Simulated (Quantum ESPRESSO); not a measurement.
# MnS (Alabandite): spin spirals in supercells

Wanted: E(q) of MnS (Alabandite) at simple fractions of a reciprocal vector.

Program: Quantum ESPRESSO 7.5. Level of theory: LDA; plane waves with GBRV 1.5 LDA potentials, no spin-orbit coupling, flat spiral in a supercell. Results are calculated unless marked as measured.

Report form: the programs' logs are mostly left out.

## Step 1: Set-up

The structure is cubic, space group Fm-3m (No. 225). The conventional cell has a = 5.224 Å, b = 5.224 Å, c = 5.224 Å, α = 90.00°, β = 90.00°, γ = 90.00°. Mn has 6 S at 2.61 Å nearest. S has 6 Mn at 2.61 Å nearest. Farther neighbours and most contacts between anions are not listed.

The cell comes from the Crystallography Open Database.

## Step 2: Parallel moments, one cell

File pw.in:

```
&CONTROL
  calculation = 'scf'
  prefix = 'pwscf'
  outdir = './tmp'
  pseudo_dir = './pseudo'
  disk_io = 'nowf'
/
&SYSTEM
  ibrav = 0
  celldm(1) = 8
  nat = 2
  ntyp = 2
  ecutwfc = 34
  ecutrho = 238
  nbnd = 34
  occupations = 'smearing'
  smearing = 'fd'
  degauss = 0.00999582
  noncolin = .true.
  starting_magnetization(1) = 0.3
  angle1(1) = 90
  angle2(1) = 0
  starting_magnetization(2) = 0
/
&ELECTRONS
  conv_thr = 4d-09
  electron_maxstep = 150
  mixing_beta = 0.3
/
ATOMIC_SPECIES
Mn     54.9380 mn_lda_v1.5.uspp.F.UPF
S      32.0600 s_lda_v1.4.uspp.F.UPF
CELL_PARAMETERS alat
   0.0000000000000    0.6169483365372    0.6169483365372
   0.6169483365372    0.0000000000000    0.6169483365372
   0.6169483365372    0.6169483365372    0.0000000000000
ATOMIC_POSITIONS crystal
Mn      0.0000000000    0.0000000000    0.0000000000
S       0.5000000000    0.5000000000    0.5000000000
K_POINTS automatic
12 6 6 0 0 0
```

Run with:

```bash
$ OMP_NUM_THREADS=1 mpirun -n 2 pw.x -nk 2 -in pw.in > pw.out
```

Run time: 19 s. Hardware: 2 MPI ranks of Intel Xeon 6975P-C (Granite Rapids), shared host; peak memory 0.27 GiB; 37 s of CPU time.

Spin moment in the atom's sphere by atom:

| atom | x (μB) | y (μB) | z (μB) | size |
| --- | --- | --- | --- | --- |
| Mn1 | 4.05 | 0.00 | 0.00 | 4.05 |
| S2 | 0.13 | 0.00 | 0.00 | 0.13 |

This step gave:

```yaml
smearing_term_ts: 0.06513 eV
magnetization: 4.516, 0, 0 μB
absolute_magnetization: 4.516 μB
final_state: ferromagnetic
```

## Step 3: One turn in 2 cells along the input cell's a

Neighbouring cells are turned by 180° in the xy plane; the cell holds 4 atoms.

File pw.in:

```
&CONTROL
  calculation = 'scf'
  prefix = 'pwscf'
  outdir = './tmp'
  pseudo_dir = './pseudo'
  disk_io = 'nowf'
/
&SYSTEM
  ibrav = 0
  celldm(1) = 8
  nat = 4
  ntyp = 4
  ecutwfc = 34
  ecutrho = 238
  nbnd = 60
  occupations = 'smearing'
  smearing = 'fd'
  degauss = 0.00999582
  noncolin = .true.
  starting_magnetization(1) = 0.3
  angle1(1) = 90
  angle2(1) = 0
  starting_magnetization(2) = 0.3
  angle1(2) = 90
  angle2(2) = 180
  starting_magnetization(3) = 0
  starting_magnetization(4) = 0
/
&ELECTRONS
  conv_thr = 8d-09
  electron_maxstep = 150
  mixing_beta = 0.3
/
ATOMIC_SPECIES
Mn1    54.9380 mn_lda_v1.5.uspp.F.UPF
Mn2    54.9380 mn_lda_v1.5.uspp.F.UPF
S1     32.0600 s_lda_v1.4.uspp.F.UPF
S2     32.0600 s_lda_v1.4.uspp.F.UPF
CELL_PARAMETERS alat
   0.0000000000000    1.2338966730744    1.2338966730744
   0.6169483365372    0.0000000000000    0.6169483365372
   0.6169483365372    0.6169483365372    0.0000000000000
ATOMIC_POSITIONS crystal
Mn1     0.0000000000    0.0000000000    0.0000000000
Mn2     0.5000000000    0.0000000000    0.0000000000
S1      0.2500000000    0.5000000000    0.5000000000
S2      0.7500000000    0.5000000000    0.5000000000
K_POINTS automatic
6 6 6 0 0 0
```

Run time: 2 min. Hardware: 2 MPI ranks; peak memory 0.62 GiB.

Spin moment in the atom's sphere by atom:

| atom | x (μB) | y (μB) | z (μB) | size |
| --- | --- | --- | --- | --- |
| Mn1 | 4.09 | 0.00 | 0.00 | 4.09 |
| Mn2 | -4.09 | 0.00 | 0.00 | 4.09 |
| S3 | 0.00 | 0.00 | 0.00 | 0.00 |
| S4 | 0.00 | 0.00 | 0.00 | 0.00 |

Read from the output:

```
smearing term TS       : 0.02571 eV
magnetization          : 0, 0, 0 μB
absolute magnetization : 8.719 μB
final state            : antiferromagnetic
```

## Step 4: One turn in 3 cells along the input cell's a

Neighbouring cells are turned by 120° in the xy plane; the cell holds 6 atoms.

File pw.in:

```
&CONTROL
  calculation = 'scf'
  prefix = 'pwscf'
  outdir = './tmp'
  pseudo_dir = './pseudo'
  disk_io = 'nowf'
/
&SYSTEM
  ibrav = 0
  celldm(1) = 8
  nat = 6
  ntyp = 6
  ecutwfc = 34
  ecutrho = 238
  nbnd = 84
  occupations = 'smearing'
  smearing = 'fd'
  degauss = 0.00999582
  noncolin = .true.
  starting_magnetization(1) = 0.3
  angle1(1) = 90
  angle2(1) = 0
  starting_magnetization(2) = 0.3
  angle1(2) = 90
  angle2(2) = 120
  starting_magnetization(3) = 0.3
  angle1(3) = 90
  angle2(3) = -120
  starting_magnetization(4) = 0
  starting_magnetization(5) = 0
  starting_magnetization(6) = 0
/
&ELECTRONS
  conv_thr = 1.2d-08
  electron_maxstep = 150
  mixing_beta = 0.3
/
ATOMIC_SPECIES
Mn1    54.9380 mn_lda_v1.5.uspp.F.UPF
Mn2    54.9380 mn_lda_v1.5.uspp.F.UPF
Mn3    54.9380 mn_lda_v1.5.uspp.F.UPF
S1     32.0600 s_lda_v1.4.uspp.F.UPF
S2     32.0600 s_lda_v1.4.uspp.F.UPF
S3     32.0600 s_lda_v1.4.uspp.F.UPF
CELL_PARAMETERS alat
   0.0000000000000    1.8508450096116    1.8508450096116
   0.6169483365372    0.0000000000000    0.6169483365372
   0.6169483365372    0.6169483365372    0.0000000000000
ATOMIC_POSITIONS crystal
Mn1     0.0000000000    0.0000000000    0.0000000000
Mn2     0.3333333333    0.0000000000    0.0000000000
Mn3     0.6666666667    0.0000000000    0.0000000000
S1      0.1666666667    0.5000000000    0.5000000000
S2      0.5000000000    0.5000000000    0.5000000000
S3      0.8333333333    0.5000000000    0.5000000000
K_POINTS automatic
4 6 6 0 0 0
```

The job ended after 6.7 min (2 MPI ranks; peak memory 1.3 GiB).

Spin moment in the atom's sphere by atom:

| atom | x (μB) | y (μB) | z (μB) | size |
| --- | --- | --- | --- | --- |
| Mn1 | 4.08 | 0.00 | 0.00 | 4.08 |
| Mn2 | -2.04 | 3.53 | 0.00 | 4.08 |
| Mn3 | -2.04 | -3.53 | 0.00 | 4.08 |
| S4 | 0.03 | 0.06 | 0.00 | 0.07 |
| S5 | -0.07 | 0.00 | 0.00 | 0.07 |
| S6 | 0.03 | -0.06 | 0.00 | 0.07 |

Numbers from this step:

```
smearing term TS       : 0.09228 eV
magnetization          : 0, 0, 0 μB
absolute magnetization : 13.29 μB
final state            : non-collinear
```

Valence density in the ac plane at fractional y = 0.000, with atoms of Mn within 0.2 Å of it. It is the smooth field of the valence electrons, not physical close to the nuclei.

Ten steps, logarithmic in the rise over the least value, from '0' (0 e/Å³) to '9' (17 e/Å³), each cell a mean:
```
9941000038996200002799830000159
7741000014775200000368631000025
2321000000233100000013320000001
0000000000000000000000000000000
0000000000000000000000000000000
0000000000000000000000000000000
0000000011000000001100000000111
2000000234310000013442000001244
7310000268851000015886200001379
9720000269984100014999610000389
```
Columns run along a (11.1 Å), rows up along c (3.7 Å). Atoms in or near the plane, at fractional coordinates: Mn at (0.00, 0.00), Mn at (0.33, 0.00), Mn at (0.67, 0.00).

## Step 5: One turn in 4 cells along the input cell's a

Neighbouring cells are turned by 90° in the xy plane; the cell holds 8 atoms.

File pw.in:

```
&CONTROL
  calculation = 'scf'
  prefix = 'pwscf'
  outdir = './tmp'
  pseudo_dir = './pseudo'
  disk_io = 'nowf'
/
&SYSTEM
  ibrav = 0
  celldm(1) = 8
  nat = 8
  ntyp = 8
  ecutwfc = 34
  ecutrho = 238
  nbnd = 110
  occupations = 'smearing'
  smearing = 'fd'
  degauss = 0.00999582
  noncolin = .true.
  starting_magnetization(1) = 0.3
  angle1(1) = 90
  angle2(1) = 0
  starting_magnetization(2) = 0.3
  angle1(2) = 90
  angle2(2) = 90
  starting_magnetization(3) = 0.3
  angle1(3) = 90
  angle2(3) = 180
  starting_magnetization(4) = 0.3
  angle1(4) = 90
  angle2(4) = -90
  starting_magnetization(5) = 0
  starting_magnetization(6) = 0
  starting_magnetization(7) = 0
  starting_magnetization(8) = 0
/
&ELECTRONS
  conv_thr = 1.6d-08
  electron_maxstep = 150
  mixing_beta = 0.3
/
ATOMIC_SPECIES
Mn1    54.9380 mn_lda_v1.5.uspp.F.UPF
Mn2    54.9380 mn_lda_v1.5.uspp.F.UPF
Mn3    54.9380 mn_lda_v1.5.uspp.F.UPF
Mn4    54.9380 mn_lda_v1.5.uspp.F.UPF
S1     32.0600 s_lda_v1.4.uspp.F.UPF
S2     32.0600 s_lda_v1.4.uspp.F.UPF
S3     32.0600 s_lda_v1.4.uspp.F.UPF
S4     32.0600 s_lda_v1.4.uspp.F.UPF
CELL_PARAMETERS alat
   0.0000000000000    2.4677933461488    2.4677933461488
   0.6169483365372    0.0000000000000    0.6169483365372
   0.6169483365372    0.6169483365372    0.0000000000000
ATOMIC_POSITIONS crystal
Mn1     0.0000000000    0.0000000000    0.0000000000
Mn2     0.2500000000    0.0000000000    0.0000000000
Mn3     0.5000000000    0.0000000000    0.0000000000
Mn4     0.7500000000    0.0000000000    0.0000000000
S1      0.1250000000    0.5000000000    0.5000000000
S2      0.3750000000    0.5000000000    0.5000000000
S3      0.6250000000    0.5000000000    0.5000000000
S4      0.8750000000    0.5000000000    0.5000000000
K_POINTS automatic
3 6 6 0 0 0
```

Run time: 12 min. Hardware: 2 MPI ranks; peak memory 1.7 GiB; 25 min of CPU time.

This step gave:

| Item | Value |
| --- | --- |
| smearing term TS | 0.1813 eV |
| magnetization | 0, 0, 0 μB |
| absolute magnetization | 17.84 μB |
| final state | non-collinear |
| largest moment | 4.067 μB |

## Step 6: The spirals together

Spirals:

| q along the reciprocal vector | energy less that at q = 0 (meV a seeded atom) | largest site moment (μB) | typed angles kept | CPU time (s) |
| --- | --- | --- | --- | --- |
| 0 | 0 | 4.052 | yes | 37.17 |
| 0.25 | -40.59 | 4.067 | yes | 1479 |
| 0.3333 | -57.29 | 4.081 | yes | 809.3 |
| 0.5 | -73.98 | 4.087 | yes | 238.9 |

Energy less that at q = 0, self-consistent against path:

| path (Å⁻¹) | energy less that at q = 0, self-consistent (meV a seeded atom) |
| --- | --- |
| 0.000 | 0 |
| 0.521 | -40.6 |
| 0.694 | -57.3 |
| 1.042 | -74.0 |

## Step 7: Outcome

```
lowest point  : q = 0.5 along a*, -74.0 meV a seeded atom
highest point : q = 0, 0 meV a seeded atom
```

**Reading.** The state at q = 0.5 lies 74 meV a seeded atom under the parallel one, with neighbouring cells opposed. The moment changes by 0.85 % between the spirals. The cell of 4 repeats took 40 times the CPU time of the single cell, though its mesh is shorter in proportion. Here a and a* are vectors of the cell in the input, which need not be the conventional cell, and only this direction was probed. The mesh is coarse, so differences of some ten meV can be noise in a metal. Energies are free energies at an electronic temperature of 1580 K, which lowers moments and differences where the moments are itinerant. No Hubbard term acts here. In such compounds local and semilocal functionals without one often delocalise the d electrons, and can shrink or lose moments and miss the size, sign and order of the couplings. The cutoff lies under the 40 Ry that these files are usually run at.

[Logs and program files are shortened in this print: banners, set-up blocks, solver, clock and traceback lines can be left out without a mark of their own.]

[Logs are printed without paths, hosts, clocks, repeated set-up lines and the standing remarks that a program may print on its own settings, such as how far it seeks lower states.]

[Hosts, paths, dates, database ids (printed as entryN), source tags and the programs' standing remarks are cut or masked in the printed files.]

[Where a cell is said to come from a database of computed structures, the database is the Materials Project.]
